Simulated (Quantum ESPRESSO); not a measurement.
# CsSrF3 (Pm-3m): zone-centre phonons, part 2 of 3

Aim: the zone-centre modes of CsSrF3 (Pm-3m).

Quantum ESPRESSO 7.5; DFT LDA, scalar-relativistic, plane waves, PseudoDojo norm-conserving pseudopotentials.

So far. Step 2 (A first look): A gap of 6.1 eV opens on this mesh, so the crystal is taken as an insulator; the start stands at -3.3 GPa. Step 4 (Self-consistent run for the response): The cell stands at -0.0030 GPa, close enough for phonons. The relaxed cell has a = 4.645 Å (conventional setting).

## 5. Linear response at Γ

At q = 0 one unit cell holds all displacements; symmetry groups them into irreducible representations that are solved one by one. The response to a field gives ε∞ and the Born charges, which polar modes need.

ph.in reads:

```
phonons
&inputph
   prefix = 'x'
   outdir = './tmp'
   fildyn = 'g.dyn'
   tr2_ph = 1.0d-18
   epsil = .true.
/
0.000000000000 0.000000000000 0.000000000000
```

Command:

```sh
> OMP_NUM_THREADS=1 mpirun -n 4 ph.x -nk 4 -in ph.in > ph.out
```

Output:

```text
[banners, grids, parts of the stress and lines that vanish by symmetry left out]
[banner, memory and clock lines left out]
Program PHONON v.7.5

     ./tmp/x.save/

     IMPORTANT: XC functional enforced from input :
     Exchange-correlation= PW
                           (   1   4   0   0   0   0   0)
     Any further DFT definition will be discarded
     Please, verify this is what you really want

     G-vector sticks info

     Reading collected, re-writing distributed wavefunctions in ./tmp/

     Number and degeneracy of irreps per q-point
       N         xq(1)         xq(2)         xq(3)   N irreps
       1   0.000000000   0.000000000   0.000000000       5
        3   3   3   3   3

     Calculation of q =    0.0000000   0.0000000   0.0000000

     phonons

     bravais-lattice index     =            1
     lattice parameter (alat)  =       8.7774  a.u.
     unit-cell volume          =     676.2315 (a.u.)^3
     number of atoms/cell      =            5
     number of atomic types    =            3
     kinetic-energy cut-off    =      92.0000  Ry
     charge density cut-off    =     368.0000  Ry
     convergence threshold     =      1.0E-18
     beta                      =       0.7000
     number of iterations used =            4
     Exchange-correlation= PW
                           (   1   4   0   0   0   0   0)

     celldm(1)=    8.77738  celldm(2)=    0.00000  celldm(3)=    0.00000
     celldm(4)=    0.00000  celldm(5)=    0.00000  celldm(6)=    0.00000

     crystal axes: (cart. coord. in units of alat)
               a(1) = (  1.0000  0.0000  0.0000 )
               a(2) = (  0.0000  1.0000  0.0000 )
               a(3) = (  0.0000  0.0000  1.0000 )

     reciprocal axes: (cart. coord. in units 2 pi/alat)
               b(1) = (  1.0000  0.0000  0.0000 )
               b(2) = (  0.0000  1.0000  0.0000 )
               b(3) = (  0.0000  0.0000  1.0000 )

     Atoms inside the unit cell:

     Cartesian axes

     site n.  atom      mass           positions (alat units)
        1  Cs    132.9055   tau(    1) = (    0.00000    0.00000    0.00000  )
        2  Sr     87.6200   tau(    2) = (    0.50000    0.50000    0.50000  )
        3  F      18.9984   tau(    3) = (    0.00000    0.50000    0.50000  )
        4  F      18.9984   tau(    4) = (    0.50000    0.00000    0.50000  )
        5  F      18.9984   tau(    5) = (    0.50000    0.50000    0.00000  )

     Computing dynamical matrix for
                    q = (   0.0000000   0.0000000   0.0000000 )

     49 Sym.Ops. (with q -> -q+G )

     G cutoff =  718.1553  (  80725 G-vectors)     FFT grid: ( 54, 54, 54)
     number of k points=    10
                       cart. coord. in units 2pi/alat
        k(    1) = (   0.0000000   0.0000000   0.0000000), wk =   0.0312500
        k(    2) = (   0.0000000   0.0000000   0.2500000), wk =   0.1875000
        k(    3) = (   0.0000000   0.0000000  -0.5000000), wk =   0.0937500
        [... further k-points left out ...]

     PseudoPot. # 1 for Cs read from file:
     ./pseudo/Cs.upf
     Pseudo is Norm-conserving + core correction, Zval =  9.0

     PseudoPot. # 2 for Sr read from file:
     ./pseudo/Sr.upf
     Pseudo is Norm-conserving + core correction, Zval = 10.0

     PseudoPot. # 3 for F  read from file:
     ./pseudo/F.upf
     Pseudo is Norm-conserving + core correction, Zval =  7.0

     Mode symmetry, O_h (m-3m)  point group:

     Electric field:
     Dielectric constant
     Born effective charges as d Force / d E

     Atomic displacements:
     There are    5 irreducible representations

     Representation     1      3 modes -  To be done

     Representation     2      3 modes -  To be done

     Representation     3      3 modes -  To be done

     Representation     4      3 modes -  To be done

     Representation     5      3 modes -  To be done

     Alpha used in Ewald sum =   2.8000

     Electric Fields Calculation

      iter #   1   av.it.:   6.8
      thresh= 1.000E-02 alpha_mix =  0.700 |ddv_scf|^2 =  3.425E-08

      [... iterations left out ...]
      iter #   8   av.it.:  14.0
      thresh= 3.103E-10 alpha_mix =  0.700 |ddv_scf|^2 =  5.431E-19

     End of electric fields calculation

          Dielectric constant in cartesian axis

          (       2.359424072       0.000000000       0.000000000 )
          (       0.000000000       2.359424072       0.000000000 )
          (       0.000000000       0.000000000       2.359424072 )

          Effective charges (d Force / dE) in cartesian axis without acoustic sum rule applied (asr)

           atom    1  Cs    Mean Z*:        1.31146
      Ex  (        1.31146        0.00000        0.00000 )
      Ey  (        0.00000        1.31146        0.00000 )
      Ez  (        0.00000        0.00000        1.31146 )
           atom    2  Sr    Mean Z*:        2.48099
      Ex  (        2.48099        0.00000        0.00000 )
      Ey  (        0.00000        2.48099        0.00000 )
      Ez  (        0.00000        0.00000        2.48099 )
           atom    3  F     Mean Z*:       -1.26703
      Ex  (       -1.72841        0.00000        0.00000 )
      Ey  (        0.00000       -1.03635        0.00000 )
      Ez  (        0.00000        0.00000       -1.03635 )
           atom    4  F     Mean Z*:       -1.26703
      Ex  (       -1.03635        0.00000        0.00000 )
      Ey  (        0.00000       -1.72841        0.00000 )
      Ez  (        0.00000        0.00000       -1.03635 )
           atom    5  F     Mean Z*:       -1.26703
      Ex  (       -1.03635        0.00000        0.00000 )
      Ey  (        0.00000       -1.03635        0.00000 )
      Ez  (        0.00000        0.00000       -1.72841 )

          Effective charges Sum: Mean:       -0.00865
             -0.00865        0.00000        0.00000
              0.00000       -0.00865        0.00000
              0.00000        0.00000       -0.00865

          Effective charges (d Force / dE) in cartesian axis with asr applied:
           atom    1  Cs    Mean Z*:        1.31319
      E*x (        1.31319        0.00000        0.00000 )
      E*y (        0.00000        1.31319        0.00000 )
      E*z (        0.00000        0.00000        1.31319 )
           atom    2  Sr    Mean Z*:        2.48272
      E*x (        2.48272        0.00000        0.00000 )
      E*y (        0.00000        2.48272        0.00000 )
      E*z (        0.00000        0.00000        2.48272 )
           atom    3  F     Mean Z*:       -1.26530
      E*x (       -1.72668        0.00000        0.00000 )
      E*y (        0.00000       -1.03462        0.00000 )
      E*z (        0.00000        0.00000       -1.03462 )
           atom    4  F     Mean Z*:       -1.26530
      E*x (       -1.03462        0.00000        0.00000 )
      E*y (        0.00000       -1.72668        0.00000 )
      E*z (        0.00000        0.00000       -1.03462 )
           atom    5  F     Mean Z*:       -1.26530
      E*x (       -1.03462        0.00000        0.00000 )
      E*y (        0.00000       -1.03462        0.00000 )
      E*z (        0.00000        0.00000       -1.72668 )

     Representation #   1 modes #   1   2   3

     Self-consistent Calculation

      iter #   1   av.it.:   6.9
      thresh= 1.000E-02 alpha_mix =  0.700 |ddv_scf|^2 =  3.063E-07

      [... iterations left out ...]
      iter #   8   av.it.:  14.1
      thresh= 1.351E-09 alpha_mix =  0.700 |ddv_scf|^2 =  7.243E-19

     End of self-consistent calculation

     Convergence has been achieved

     Representation #   2 modes #   4   5   6

     Self-consistent Calculation

      iter #   1   av.it.:   6.4
      thresh= 1.000E-02 alpha_mix =  0.700 |ddv_scf|^2 =  2.399E-07

      [... iterations left out ...]
      iter #   8   av.it.:  13.9
      thresh= 2.826E-10 alpha_mix =  0.700 |ddv_scf|^2 =  1.093E-19

     End of self-consistent calculation

     Convergence has been achieved

     Representation #   3 modes #   7   8   9

     Self-consistent Calculation

      iter #   1   av.it.:   5.5
      thresh= 1.000E-02 alpha_mix =  0.700 |ddv_scf|^2 =  9.225E-08

      [... iterations left out ...]
      iter #   8   av.it.:  13.5
      thresh= 2.810E-10 alpha_mix =  0.700 |ddv_scf|^2 =  1.139E-19

     End of self-consistent calculation

     Convergence has been achieved

     Representation #   4 modes #  10  11  12

     Self-consistent Calculation

      iter #   1   av.it.:   6.7
      thresh= 1.000E-02 alpha_mix =  0.700 |ddv_scf|^2 =  3.435E-07

      [... iterations left out ...]
      iter #   8   av.it.:  13.9
      thresh= 1.147E-09 alpha_mix =  0.700 |ddv_scf|^2 =  4.917E-19

     End of self-consistent calculation

     Convergence has been achieved

     Representation #   5 modes #  13  14  15

     Self-consistent Calculation

      iter #   1   av.it.:   6.8
      thresh= 1.000E-02 alpha_mix =  0.700 |ddv_scf|^2 =  1.585E-07

      [... iterations left out ...]
      iter #   7   av.it.:  13.6
      thresh= 1.148E-10 alpha_mix =  0.700 |ddv_scf|^2 =  6.360E-20

     End of self-consistent calculation

     Convergence has been achieved

     Number of q in the star =    1
     List of q in the star:
          1   0.000000000   0.000000000   0.000000000

          Dielectric constant in cartesian axis

          (       2.359424072       0.000000000       0.000000000 )
          (       0.000000000       2.359424072       0.000000000 )
          (       0.000000000       0.000000000       2.359424072 )

          Effective charges (d Force / dE) in cartesian axis without acoustic sum rule applied (asr)

           atom    1  Cs    Mean Z*:        1.31146
      Ex  (        1.31146        0.00000        0.00000 )
      Ey  (        0.00000        1.31146        0.00000 )
      Ez  (        0.00000        0.00000        1.31146 )
           atom    2  Sr    Mean Z*:        2.48099
      Ex  (        2.48099        0.00000        0.00000 )
      Ey  (        0.00000        2.48099        0.00000 )
      Ez  (        0.00000        0.00000        2.48099 )
           atom    3  F     Mean Z*:       -1.26703
      Ex  (       -1.72841        0.00000        0.00000 )
      Ey  (        0.00000       -1.03635        0.00000 )
      Ez  (        0.00000        0.00000       -1.03635 )
           atom    4  F     Mean Z*:       -1.26703
      Ex  (       -1.03635        0.00000        0.00000 )
      Ey  (        0.00000       -1.72841        0.00000 )
      Ez  (        0.00000        0.00000       -1.03635 )
           atom    5  F     Mean Z*:       -1.26703
      Ex  (       -1.03635        0.00000        0.00000 )
      Ey  (        0.00000       -1.03635        0.00000 )
      Ez  (        0.00000        0.00000       -1.72841 )

          Effective charges Sum: Mean:       -0.00865
             -0.00865        0.00000        0.00000
              0.00000       -0.00865        0.00000
              0.00000        0.00000       -0.00865

          Effective charges (d Force / dE) in cartesian axis with asr applied:
           atom    1  Cs    Mean Z*:        1.31319
      E*x (        1.31319        0.00000        0.00000 )
      E*y (        0.00000        1.31319        0.00000 )
      E*z (        0.00000        0.00000        1.31319 )
           atom    2  Sr    Mean Z*:        2.48272
      E*x (        2.48272        0.00000        0.00000 )
      E*y (        0.00000        2.48272        0.00000 )
      E*z (        0.00000        0.00000        2.48272 )
           atom    3  F     Mean Z*:       -1.26530
      E*x (       -1.72668        0.00000        0.00000 )
      E*y (        0.00000       -1.03462        0.00000 )
      E*z (        0.00000        0.00000       -1.03462 )
           atom    4  F     Mean Z*:       -1.26530
      E*x (       -1.03462        0.00000        0.00000 )
      E*y (        0.00000       -1.72668        0.00000 )
      E*z (        0.00000        0.00000       -1.03462 )
           atom    5  F     Mean Z*:       -1.26530
      E*x (       -1.03462        0.00000        0.00000 )
      E*y (        0.00000       -1.03462        0.00000 )
      E*z (        0.00000        0.00000       -1.72668 )

     Diagonalizing the dynamical matrix

     q = (    0.000000000   0.000000000   0.000000000 )

 **************************************************************************
     freq (    1) =      -0.036214 [THz] =      -1.207974 [cm-1]
     freq (    2) =      -0.036214 [THz] =      -1.207974 [cm-1]
     freq (    3) =      -0.036214 [THz] =      -1.207974 [cm-1]
     freq (    4) =       0.299361 [THz] =       9.985598 [cm-1]
     freq (    5) =       0.299361 [THz] =       9.985598 [cm-1]
     freq (    6) =       0.299361 [THz] =       9.985598 [cm-1]
     freq (    7) =       0.670473 [THz] =      22.364579 [cm-1]
     freq (    8) =       0.670473 [THz] =      22.364579 [cm-1]
     freq (    9) =       0.670473 [THz] =      22.364579 [cm-1]
     freq (   10) =       3.238465 [THz] =     108.023569 [cm-1]
     freq (   11) =       3.238465 [THz] =     108.023569 [cm-1]
     freq (   12) =       3.238465 [THz] =     108.023569 [cm-1]
     freq (   13) =      11.613541 [THz] =     387.386032 [cm-1]
     freq (   14) =      11.613541 [THz] =     387.386032 [cm-1]
     freq (   15) =      11.613541 [THz] =     387.386032 [cm-1]
 **************************************************************************

     Mode symmetry, O_h (m-3m)  point group:

     freq (   1-   3) =         -1.2  [cm-1]   --> T_1u G_15  G_4- I
     freq (   4-   6) =         10.0  [cm-1]   --> T_1u G_15  G_4- I
     freq (   7-   9) =         22.4  [cm-1]   --> T_2u G_25  G_5-
     freq (  10-  12) =        108.0  [cm-1]   --> T_1u G_15  G_4- I
     freq (  13-  15) =        387.4  [cm-1]   --> T_1u G_15  G_4- I
```

The job ended after 9.4 min (4 MPI ranks of Intel Xeon at 2.70GHz, shared host).

Read from the output:

* miss of the charge sum rule: 0.008660 e
* largest acoustic frequency at the zone centre before the sum rule: -1.21 cm⁻¹
* highest optical zone-centre mode (no LO-TO term): 387.4 cm⁻¹
* lowest optical zone-centre mode: 9.99 cm⁻¹
* mean high-frequency dielectric constant: 2.359
* largest Born charge in size (third of the trace): 2.481 e

Born charge (rows field, columns displacement), before the sum rule (e), principal values of the symmetric part by kind of site:

```tsv
atom	atoms with these values	low	middle	high	mean
Cs1	1	1.31	1.31	1.31	1.31
Sr2	1	2.48	2.48	2.48	2.48
F3	3	-1.73	-1.04	-1.04	-1.27
```

In full for F3:

```
-1.73  0.00  0.00
 0.00 -1.04  0.00
 0.00  0.00 -1.04
```

High-frequency dielectric tensor:

```
2.36 0.00 0.00
0.00 2.36 0.00
0.00 0.00 2.36
```

The acoustic modes at Γ come out as far as 1.2 cm⁻¹ from zero, where they should vanish, a small numerical error; the Born charges miss their sum rule by 0.0087 e, which is good.

## 6. Zone-centre analysis

A rigid shift of the crystal must cost nothing, but grids and finite bases break this; the acoustic sum rule is imposed before the matrix is diagonalised again. With Born charges the intensities follow, and the static dielectric tensor.

dynmat.in reads:

```
&input
   fildyn = 'g.dyn'
   asr = 'simple'
   fileig = 'dynmat.eig'
   lperm = .true.
/
```

Command:

```sh
> dynmat.x -in dynmat.in > dynmat.out
```

Output:

```text
[banner, memory and clock lines left out]
Program DYNMAT v.7.5

     Reading Dynamical Matrix from file g.dyn
     ...Force constants read
     ...epsilon and Z* read
     A direction for q was not specified:TO-LO splitting will be absent

     Polarizability (A^3 units)
     multiply by 0.688164 for Clausius-Mossotti correction
        10.840365    0.000000    0.000000
         0.000000   10.840365    0.000000
         0.000000    0.000000   10.840365

     IR activities are in (D/A)^2/amu units

# mode   [cm-1]    [THz]      IR
    1     -0.00   -0.0000    0.0000
    2      0.00    0.0000    0.0000
    3      0.00    0.0000    0.0000
    4     10.31    0.3089    2.1533
    5     10.31    0.3089    2.1533
    6     10.31    0.3089    2.1533
    7     22.66    0.6794    0.0000
    8     22.66    0.6794    0.0000
    9     22.66    0.6794    0.0000
   10    108.04    3.2390    1.3406
   11    108.04    3.2390    1.3406
   12    108.04    3.2390    1.3406
   13    387.39   11.6137    4.6488
   14    387.39   11.6137    4.6488
   15    387.39   11.6137    4.6488

Electronic dielectric permittivity tensor (relative, adimensional)
         2.359424    0.000000    0.000000
         0.000000    2.359424    0.000000
         0.000000    0.000000    2.359424

 ... with zone-center polar mode contributions
         5.463086   -0.000000    0.000000
        -0.000000    5.463086   -0.000000
         0.000000   -0.000000    5.463086

[end of the log left out, with the tail of the file of modes that dynmat.x writes under the same name]
```

The job ended after 0.72 s (1 thread).

Read from the output:

* lowest optical zone-centre mode: 10.31 cm⁻¹

Unit eigenvectors of the mass-weighted matrix after the sum rule; no LO-TO term. The modes at Γ (shares of kinetic energy by element, %):

```tsv
mode	frequency (cm⁻¹)	symmetry	Cs %	Sr %	F %
1	0.0	acoustic	48	32	21
2	0.0	acoustic	48	32	21
3	0.0	acoustic	48	32	21
4	10.3	T1u	40	6	54
5	10.3	T1u	40	6	54
6	10.3	T1u	40	6	54
7	22.7	T2u	0	0	100
8	22.7	T2u	0	0	100
9	22.7	T2u	0	0	100
10	108.0	T1u	12	48	41
11	108.0	T1u	12	48	41
12	108.0	T1u	12	48	41
13	387.4	T1u	0	15	85
14	387.4	T1u	0	15	85
15	387.4	T1u	0	15	85
```

Displacements in mode 7 (22.7 cm⁻¹), the largest set to 1:
```
Cs1  0.00  0.00  0.00
Sr2  0.00  0.00  0.00
F3   0.00  0.02  1.00
F4   0.02  0.00 -1.00
F5  -0.02 -0.02  0.00
```

Displacements in mode 14 (387.4 cm⁻¹), the largest set to 1:
```
Cs1  0.00  0.00  0.00
Sr2  0.00  0.00 -0.20
F3   0.00  0.00 -0.04
F4   0.00  0.00 -0.04
F5   0.00  0.00  1.00
```

Degenerate modes summed, no LO-TO term. Lines of the infrared spectrum (strongest = 100):

```tsv
position (cm⁻¹)	lines merged	label	IR intensity, relative
10	3	T1u	46
23	3	T2u	0.0
108	3	T1u	29
387	3	T1u	100
```

The rule also moves an optical mode by 0.3 cm⁻¹.

[end of part 2 of 3]

[Host names and launcher messages were left out of these logs when they were recorded.]

[Logs are printed without paths, hosts, clocks, repeated set-up lines and the standing remarks that a program may print on its own settings, such as how far it seeks lower states.]

[Hosts, paths, dates, database ids (printed as entryN), source tags and the programs' standing remarks are cut or masked in the printed files.]
